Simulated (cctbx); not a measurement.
# Diagnosing a refinement

Cell a = 11.5910 Å, b = 15.4700 Å, c = 4.1540 Å, α = 90.00°, β = 90.00°, γ = 90.00°; space group Pnnm (no. 58).

Simulated single-crystal data (cctbx): Mo Kα, λ = 0.71073 Å, to d = 0.75 Å, 70 % of the full sphere, strongest reflection 5000 counts, noise from counting, a 1.5 % proportional error and a noise floor of 15 counts (s.d.); no absorption, and some extinction, which the refinements don't model.

An anisotropic refinement with weights 1/σ² prints:

```text
Rint 0.117, 1053 unique reflections to 0.75 A
cycle     R1     wR2    GooF  max shift (A)
   1  0.1984  0.3591   5.341   0.03278
   2  0.1952  0.3458   5.143   0.00008
final R1 0.1952 wR2 0.3458 GooF 5.143  parameters 30  data/parameter 35.1
atom        x        y        z      Ueq    occ   su(xyz)  su(Uiso or U11)
Tl1    0.91546  0.62420  0.00000   0.0078  1.000  0.00040  0.0020
Te1    0.84091  0.42849  0.00000   0.0159  1.000  0.00068  0.0039
In1    0.90861  0.14180  0.50000   0.0202  1.000  0.00086  0.0043
In2    0.19233  0.00569  0.00000   0.0129  1.000  0.00066  0.0035
In3    0.24584  0.74181  0.00000   0.0099  1.000  0.00075  0.0031
difference map: max 103.89 min -14.83 rms 3.35
Q1    0.0868  0.1780  0.0000    4  107.52  2.93 A from In2
Q2    0.2196  0.0068  0.0000    4   11.51  0.32 A from In2
Q3    0.0792  0.5795  0.0000    4   10.51  0.93 A from Te1
Q4    0.2543  0.4312  0.5000    4   10.43  1.31 A from In2
Q5    0.1825  0.8037  0.0000    4    9.96  1.21 A from In3
Q6    0.1187  0.7658  0.0000    4    9.81  1.52 A from In3
```

**Question.** Can this result stand? If not, what is the likely fault?

Mend it. The fault: an atom left out, Se at (0.4125, 0.6779, 1/2). Against the right model at the same level, R1 goes from 0.0406 to 0.1952 and GooF from 0.98 to 5.14 and the top difference peak, 107.5 e/Å³, lies 2.93 Å from In2. Q1 is the missing atom. With scattering power missing, scale and phases suffer, so peaks may also grow on the heavy atoms.

The compound is TlIn3TeSe. The right model at the same level gives:

```text
Rint 0.117, 1053 unique reflections to 0.75 A
cycle     R1     wR2    GooF  max shift (A)
   1  0.0539  0.0879   1.311   0.00348
   2  0.0406  0.0656   0.979   0.00000
final R1 0.0406 wR2 0.0656 GooF 0.979  parameters 36  data/parameter 29.2
atom        x        y        z      Ueq    occ   su(xyz)  su(Uiso or U11)
Tl1    0.91557  0.62441  0.00000   0.0075  1.000  0.00007  0.0003
Te1    0.84157  0.42820  0.00000   0.0162  1.000  0.00012  0.0006
In1    0.90847  0.14171  0.50000   0.0199  1.000  0.00015  0.0008
In2    0.19401  0.00729  0.00000   0.0147  1.000  0.00013  0.0007
In3    0.24537  0.74302  0.00000   0.0113  1.000  0.00014  0.0006
Se1    0.41238  0.67780  0.50000   0.0162  1.000  0.00021  0.0010
difference map: max 5.70 min -5.51 rms 1.24
Q1    0.1946  0.6907  0.5000    4    5.91  2.31 A from In3
Q2    0.0416  0.6459  0.0000    4    5.27  1.50 A from Tl1
Q3    0.1330  0.7928  0.5000    4    4.93  1.12 A from In1
Q4    0.0359  0.2214  0.5000    4    4.89  1.92 A from In1
Q5    0.2373  0.3243  0.5000    4    4.72  1.27 A from In3
Q6    0.0939  0.7079  0.0000    4    4.69  1.84 A from In3
```

The model is made up (kin elements in a known structure type, no relaxation), so it says nothing on whether the phase exists.

[Middle refinement cycles are left out of these outputs.]

[Logs are printed without paths, hosts, clocks, repeated set-up lines and the standing remarks that a program may print on its own settings, such as how far it seeks lower states.]
